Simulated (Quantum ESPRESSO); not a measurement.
# MoSi2N4, 1 layer, rectangular cell: a series in strain along the second axis, part 2 of 7

What law, if any, do the results for MoSi2N4, 1 layer, rectangular cell follow against strain along the second axis?

Quantum ESPRESSO 7.5; plane-wave DFT, PBE, GBRV ultrasoft pseudopotentials.

So far. Step 2 (Variable-cell relaxation of the reference):  The last row is no step: it is a fresh SCF in the final cell with a new plane-wave basis, +2 meV from the row before.

### 3. Relaxing the ions, -4 %

m0.relax.in

```
&control
  prefix = 'm0.relax'
  outdir = './out'
  pseudo_dir = './pseudo'
  nstep = 40
  forc_conv_thr = 0.0003
  calculation = 'relax'
  tstress = .true.
/
&system
  ibrav = 0
  nat = 14
  ntyp = 3
  ecutwfc = 50
  ecutrho = 250
  occupations = 'smearing'
  smearing = 'fd'
  degauss = 0.002
/
&electrons
  conv_thr = 1e-09
  mixing_beta = 0.4
  electron_maxstep = 120
  mixing_mode = 'plain'
/
&ions
/
ATOMIC_SPECIES
  N   14.0070  n_pbe_v1.2.uspp.F.UPF
  Si  28.0850  si_pbe_v1.uspp.F.UPF
  Mo  95.9500  mo_pbe_v1.uspp.F.UPF
CELL_PARAMETERS angstrom
  2.90109390800000 0.00000000000000 0.00000000000000
  0.00000000000000 4.82384106624000 0.00000000000000
  0.00000000000000 0.00000000000000 21.86179061700000
ATOMIC_POSITIONS crystal
  N   0.000000000000 -0.000002212400 0.338239788300
  N   0.500000000000 0.499997962500 0.338239262400
  Si  0.999999999900 0.333331360600 0.362097995900
  Si  0.500000000000 0.833330834200 0.362098062100
  N   0.999999999900 0.333336472600 0.442564743100
  N   0.500000000000 0.833335723000 0.442564790800
  Mo  0.000000000000 0.000003470700 0.500000000000
  Mo  0.500000000000 0.500002915500 0.500000000000
  N   0.999999999900 0.333336472600 0.557435256900
  N   0.500000000000 0.833335723000 0.557435209200
  Si  0.999999999900 0.333331360600 0.637902004100
  Si  0.500000000000 0.833330834200 0.637901937900
  N   0.000000000000 -0.000002212400 0.661760211700
  N   0.500000000000 0.499997962500 0.661760737600
K_POINTS automatic
  12 8 1 0 0 0
```

Launch:

```bash
> OMP_NUM_THREADS=1 mpirun -n 4 pw.x -nk 4 -in m0.relax.in > m0.relax.out
```

The log of the run:

```text
[banner, memory and clock lines left out]
Program PWSCF v.7.5 starts
[citation notice left out]

[...]
Message from routine setup:
[...]
bravais-lattice index     =            0
     lattice parameter (alat)  =       5.4823  a.u.
     unit-cell volume          =    2064.6056 (a.u.)^3
     number of atoms/cell      =           14
     number of atomic types    =            3
     number of electrons       =        84.00
     number of Kohn-Sham states=           50
     kinetic-energy cutoff     =      50.0000  Ry
     charge density cutoff     =     250.0000  Ry
     scf convergence threshold =      1.0E-09
     mixing beta               =       0.4000
     number of iterations used =            8  plain     mixing
     energy convergence thresh.=      1.0E-04
     force convergence thresh. =      3.0E-04
     Exchange-correlation= SLA  PW   PBE  PBE
                           (   1   4   3   4   0   0   0)
     nstep                     =           40

[...]
PseudoPot. # 1 for N  read from file:
     ./pseudo/n_pbe_v1.2.uspp.F.UPF
     Pseudo is Ultrasoft + core correction, Zval =  5.0
     Generated by new atomic code, or converted to UPF format
     Using radial grid of  729 points,  4 beta functions with:
                l(1) =   0
                l(2) =   0
                l(3) =   1
                l(4) =   1
     Q(r) pseudized with  8 coefficients,  rinner =    0.900   0.900   0.900

     PseudoPot. # 2 for Si read from file:
     ./pseudo/si_pbe_v1.uspp.F.UPF
     Pseudo is Ultrasoft + core correction, Zval =  4.0
     Generated by new atomic code, or converted to UPF format
     Using radial grid of  899 points,  6 beta functions with:
                l(1) =   0
                l(2) =   0
                l(3) =   1
                l(4) =   1
                l(5) =   2
                l(6) =   2
     Q(r) pseudized with  8 coefficients,  rinner =    0.900   0.900   0.900
                                                       0.900   0.900

     PseudoPot. # 3 for Mo read from file:
     ./pseudo/mo_pbe_v1.uspp.F.UPF
     Pseudo is Ultrasoft + core correction, Zval = 14.0
     Generated by new atomic code, or converted to UPF format
     Using radial grid of  889 points,  6 beta functions with:
                l(1) =   0
                l(2) =   0
                l(3) =   1
                l(4) =   1
                l(5) =   2
                l(6) =   2
     Q(r) pseudized with  6 coefficients,  rinner =    1.000   1.000   1.000
                                                       1.000   1.000

     atomic species   valence    mass     pseudopotential
     N                 5.00    14.00700     N ( 1.00)
     Si                4.00    28.08500     Si( 1.00)
     Mo               14.00    95.95000     Mo( 1.00)

      4 Sym. Ops. (no inversion) found

[...]
number of k points=    35  Fermi-Dirac smearing, width (Ry)=  0.0020
[...]
Dense  grid:   137789 G-vectors     FFT dimensions: (  27,  45, 216)

     Smooth grid:    98577 G-vectors     FFT dimensions: (  25,  45, 192)

     Initial potential from superposition of free atoms

     starting charge      83.9951, renormalised to      84.0000

     negative rho (up, down):  3.068E-03 0.000E+00
     Starting wfcs are   74 randomized atomic wfcs

     per-process dynamical memory:   214.4 Mb

     Self-consistent Calculation

     iteration #  1     ecut=    50.00 Ry     beta= 0.40
     Davidson diagonalization with overlap
     ethr =  1.00E-02,  avg # of iterations =  2.5

     negative rho (up, down):  2.939E-03 0.000E+00

     total energy              =    -478.15434655 Ry
     estimated scf accuracy    <       3.96939438 Ry

     iteration #  2     ecut=    50.00 Ry     beta= 0.40
[...]
negative rho (up, down):  3.137E-03 0.000E+00

[...]
total energy              =    -478.79301564 Ry
     estimated scf accuracy    <       1.04932786 Ry

     iteration #  3     ecut=    50.00 Ry     beta= 0.40
[...]
negative rho (up, down):  3.188E-03 0.000E+00

[...]
total energy              =    -479.04139599 Ry
     estimated scf accuracy    <       0.45204013 Ry

     iteration #  4     ecut=    50.00 Ry     beta= 0.40
[...]
negative rho (up, down):  3.384E-03 0.000E+00

[...]
total energy              =    -479.09099009 Ry
     estimated scf accuracy    <       0.02699419 Ry

     iteration #  5     ecut=    50.00 Ry     beta= 0.40
[...]
negative rho (up, down):  3.524E-03 0.000E+00

[...]
total energy              =    -479.09617527 Ry
     estimated scf accuracy    <       0.01238438 Ry

     iteration #  6     ecut=    50.00 Ry     beta= 0.40
[...]
negative rho (up, down):  3.558E-03 0.000E+00

[...]
total energy              =    -479.09663415 Ry
     estimated scf accuracy    <       0.00141310 Ry

[...]
iteration # 13     ecut=    50.00 Ry     beta= 0.40
[...]
negative rho (up, down):  3.580E-03 0.000E+00

[...]
total energy              =    -479.09703070 Ry
     estimated scf accuracy    <          5.2E-09 Ry

     iteration # 14     ecut=    50.00 Ry     beta= 0.40
[...]
negative rho (up, down):  3.580E-03 0.000E+00

[...]
total energy              =    -479.09703070 Ry
     estimated scf accuracy    <          1.5E-09 Ry

     iteration # 15     ecut=    50.00 Ry     beta= 0.40
[...]
negative rho (up, down):  3.580E-03 0.000E+00

[...]
total energy              =    -479.09703070 Ry
     estimated scf accuracy    <          1.5E-09 Ry

     iteration # 16     ecut=    50.00 Ry     beta= 0.40
[...]
negative rho (up, down):  3.580E-03 0.000E+00

[...]
End of self-consistent calculation

          k = 0.0000 0.0000 0.0000 ( 12277 PWs)   bands (ev):

   -58.4163 -58.2420 -33.1737 -32.5569 -32.3730 -32.2901 -32.0803 -31.9971
   -16.4216 -16.3467 -13.5694 -13.5623 -13.3738 -12.0540 -11.9851 -11.9125
    -7.4520  -7.2469  -5.9503  -4.1938  -3.5380  -3.4403  -3.2435  -2.9617
    -2.8840  -1.4827  -1.4714  -1.4583  -1.2534  -1.1972  -1.1301  -1.0706
[...]
atom    3 type  2   force =     0.00000000   -0.00368228   -0.00303703
     atom    4 type  2   force =     0.00000000   -0.00368303   -0.00303767
     atom    5 type  1   force =     0.00000000    0.00229430   -0.00205514
     atom    6 type  1   force =     0.00000000    0.00229690   -0.00205449
     atom    7 type  3   force =     0.00000000    0.00249123    0.00000000
     atom    8 type  3   force =     0.00000000    0.00249387    0.00000000
     atom    9 type  1   force =     0.00000000    0.00229430    0.00205514
     atom   10 type  1   force =     0.00000000    0.00229690    0.00205449
     atom   11 type  2   force =     0.00000000   -0.00368228    0.00303703
     atom   12 type  2   force =     0.00000000   -0.00368303    0.00303767
     atom   13 type  1   force =     0.00000000    0.00014100    0.00556165
     atom   14 type  1   force =     0.00000000    0.00014057    0.00555618

     Total force =     0.016286     Total SCF correction =     0.000037

     Computing stress (Cartesian axis) and pressure

     negative rho (up, down):  3.583E-03 0.000E+00
          total   stress  (Ry/bohr**3)                   (kbar)     P=       54.62
   0.00024228   0.00000000   0.00000000           35.64        0.00        0.00
   0.00000000   0.00076267   0.00000000            0.00      112.19        0.00
   0.00000000   0.00000000   0.00010895            0.00        0.00       16.03

     Energy error            =      5.9E-04 Ry
     Gradient error          =      5.6E-03 Ry/Bohr

     number of scf cycles    =   3
     number of bfgs steps    =   2

     energy             old  =    -479.1008958820 Ry
     energy             new  =    -479.1014850450 Ry

     CASE: energy            _new < energy            _old

     new trust radius        =       0.0097874996 bohr
     new conv_thr            =            5.9E-11 Ry

ATOMIC_POSITIONS (crystal)
N                0.0000000000       -0.0030380813        0.3374862032
N                0.5000000000        0.4969614905        0.3374860235
Si               0.9999999999        0.3349348644        0.3621441373
Si               0.5000000000        0.8349351888        0.3621441907
N                0.9999999999        0.3350885668        0.4422374424
N                0.5000000000        0.8350889245        0.4422374685
Mo               0.0000000000       -0.0006374759        0.5000000000
Mo               0.5000000000        0.4993622359        0.5000000000
N                0.9999999999        0.3350885668        0.5577625576
N                0.5000000000        0.8350889245        0.5577625315
Si               0.9999999999        0.3349348644        0.6378558627
Si               0.5000000000        0.8349351888        0.6378558093
N                0.0000000000       -0.0030380813        0.6625137968
N                0.5000000000        0.4969614905        0.6625139765

[...]
NEW-OLD atomic charge density approx. for the potential

     negative rho (up, down):  3.567E-03 0.000E+00

     per-process dynamical memory:   229.4 Mb

     Self-consistent Calculation

     iteration #  1     ecut=    50.00 Ry     beta= 0.40
     Davidson diagonalization with overlap
     ethr =  1.00E-06,  avg # of iterations =  3.8

     negative rho (up, down):  3.571E-03 0.000E+00

     total energy              =    -479.10182876 Ry
     estimated scf accuracy    <       0.00009662 Ry

[...]
iteration # 10     ecut=    50.00 Ry     beta= 0.40
[...]
negative rho (up, down):  3.579E-03 0.000E+00

[...]
End of self-consistent calculation

          k = 0.0000 0.0000 0.0000 ( 12277 PWs)   bands (ev):

   -58.5910 -58.4175 -33.3348 -32.7264 -32.5446 -32.4627 -32.2534 -32.1667
   -16.4225 -16.3397 -13.5653 -13.5576 -13.5008 -12.1662 -12.1504 -12.0504
    -7.4203  -7.1915  -6.0698  -4.3278  -3.7128  -3.5161  -3.3759  -2.9876
    -2.8969  -1.6243  -1.5448  -1.5089  -1.3206  -1.2813  -1.1657  -1.0504
    -0.8522  -0.7193   0.1606   0.1994   0.2358   0.2409   0.4998   0.7326
     1.7984   2.4692   4.9204   5.2135   5.3943   5.8476   5.9328   6.1117
     6.2738   6.7363

          k = 0.0000 0.0752 0.0000 ( 12285 PWs)   bands (ev):

   -58.5845 -58.4242 -33.2931 -32.7166 -32.5338 -32.4730 -32.2648 -32.2143
   -16.3511 -16.2709 -13.7679 -13.7607 -13.4364 -12.1389 -12.1139 -12.0612
    -7.1908  -6.9518  -5.9933  -4.4258  -3.6974  -3.5258  -3.1700  -2.9358
    -2.8478  -1.5707  -1.5409  -1.5248  -1.3651  -1.2726  -1.1866  -1.1847
    -1.1732  -0.9463   0.0673   0.0970   0.1356   0.1592   0.6151   0.6735
     1.7668   2.4427   5.0000   5.3271   5.3767   5.6967   6.0017   6.0568
     6.1439   6.7118

[...]
the Fermi energy is     4.0738 ev

!    total energy              =    -479.10270526 Ry
     estimated scf accuracy    <          2.2E-12 Ry
     smearing contrib. (-TS)   =      -0.00000000 Ry
     internal energy E=F+TS    =    -479.10270526 Ry

     The total energy is F=E-TS. E is the sum of the following terms:
     one-electron contribution =   -4996.92361457 Ry
     hartree contribution      =    2519.17668528 Ry
     xc contribution           =    -100.58572959 Ry
     ewald contribution        =    2099.22995361 Ry

     convergence has been achieved in  10 iterations

     negative rho (up, down):  3.577E-03 0.000E+00

     Forces acting on atoms (cartesian axes, Ry/au):

     atom    1 type  1   force =     0.00000000    0.00017496    0.00028246
     atom    2 type  1   force =     0.00000000    0.00017418    0.00028109
     atom    3 type  2   force =     0.00000000   -0.00085138   -0.00001367
     atom    4 type  2   force =     0.00000000   -0.00085115   -0.00001336
     atom    5 type  1   force =     0.00000000    0.00055911    0.00107480
     atom    6 type  1   force =     0.00000000    0.00056013    0.00107530
     atom    7 type  3   force =     0.00000000    0.00023584    0.00000000
     atom    8 type  3   force =     0.00000000    0.00023247    0.00000000
     atom    9 type  1   force =     0.00000000    0.00055911   -0.00107480
     atom   10 type  1   force =     0.00000000    0.00056013   -0.00107530
     atom   11 type  2   force =     0.00000000   -0.00085138    0.00001367
     atom   12 type  2   force =     0.00000000   -0.00085115    0.00001336
     atom   13 type  1   force =     0.00000000    0.00017496   -0.00028246
     atom   14 type  1   force =     0.00000000    0.00017418   -0.00028109

     Total force =     0.003054     Total SCF correction =     0.000005

     Computing stress (Cartesian axis) and pressure

     negative rho (up, down):  3.577E-03 0.000E+00
          total   stress  (Ry/bohr**3)                   (kbar)     P=       45.84
   0.00022019   0.00000000   0.00000000           32.39        0.00        0.00
   0.00000000   0.00072943   0.00000000            0.00      107.30        0.00
   0.00000000   0.00000000  -0.00001469            0.00        0.00       -2.16

     Energy error            =      1.4E-05 Ry
     Gradient error          =      1.1E-03 Ry/Bohr

     number of scf cycles    =  10
     number of bfgs steps    =   9

     energy             old  =    -479.1026915884 Ry
     energy             new  =    -479.1027052560 Ry

     CASE: energy            _new < energy            _old

     new trust radius        =       0.0039763748 bohr
     new conv_thr            =            1.0E-11 Ry

ATOMIC_POSITIONS (crystal)
N                0.0000000000       -0.0057702236        0.3365871866
N                0.5000000000        0.4942274440        0.3365869806
Si               0.9999999999        0.3327204131        0.3615265645
Si               0.5000000000        0.8327183346        0.3615257011
N                0.9999999999        0.3382493288        0.4417875362
N                0.5000000000        0.8382487920        0.4417868993
Mo               0.0000000000        0.0029356041        0.5000000000
Mo               0.5000000000        0.5029428857        0.5000000000
N                0.99
```

Wall time 34 min (4 MPI ranks of Arm Neoverse V1, shared host); peak memory 1.4 GiB.

Relaxation path:

```
step  energy less that of the first step (eV)  largest force (eV/Å)
   1                                   0.0000                0.8617
   2                                  -0.0526                0.3725
   3                                  -0.0606                0.1430
   4                                  -0.0656                0.1386
   5                                  -0.0697                0.1323
   6                                  -0.0743                0.1027
   7                                  -0.0767                0.0394
   8                                  -0.0769                0.0270
   9                                  -0.0770                0.0208
  10                                  -0.0772                0.0312
  11                                  -0.0774                0.0354
  12                                  -0.0775                0.0238
  13                                  -0.0775                0.0074
```

The atoms that moved most (Å):

```
atom     dx      dy      dz  length
  N2  0.000  -0.029  -0.035   0.046
 N14  0.000  -0.029   0.035   0.046
 N13  0.000  -0.029   0.035   0.046
  N1  0.000  -0.029  -0.035   0.046
 N10  0.000   0.026   0.016   0.030
  N6  0.000   0.026  -0.016   0.030
  N5  0.000   0.026  -0.016   0.030
  N9  0.000   0.026   0.016   0.030
```

The relaxation lowers the energy by 6 meV an atom.

This step gave:

```
free energy  : -6518.5247 eV
Fermi energy : 4.079 eV
```

(Part 2 of 7 ends here.)

[Logs are printed without paths, hosts, clocks, repeated set-up lines and the standing remarks that a program may print on its own settings, such as how far it seeks lower states.]

[Hosts, paths, dates, database ids (printed as entryN), source tags and the programs' standing remarks are cut or masked in the printed files.]

[Maps of the electrostatic potential energy from Ansatz leave out the sawtooth potential of an applied field or a dipole correction, so their vacuum need not be flat; planar profiles and work functions include it.]
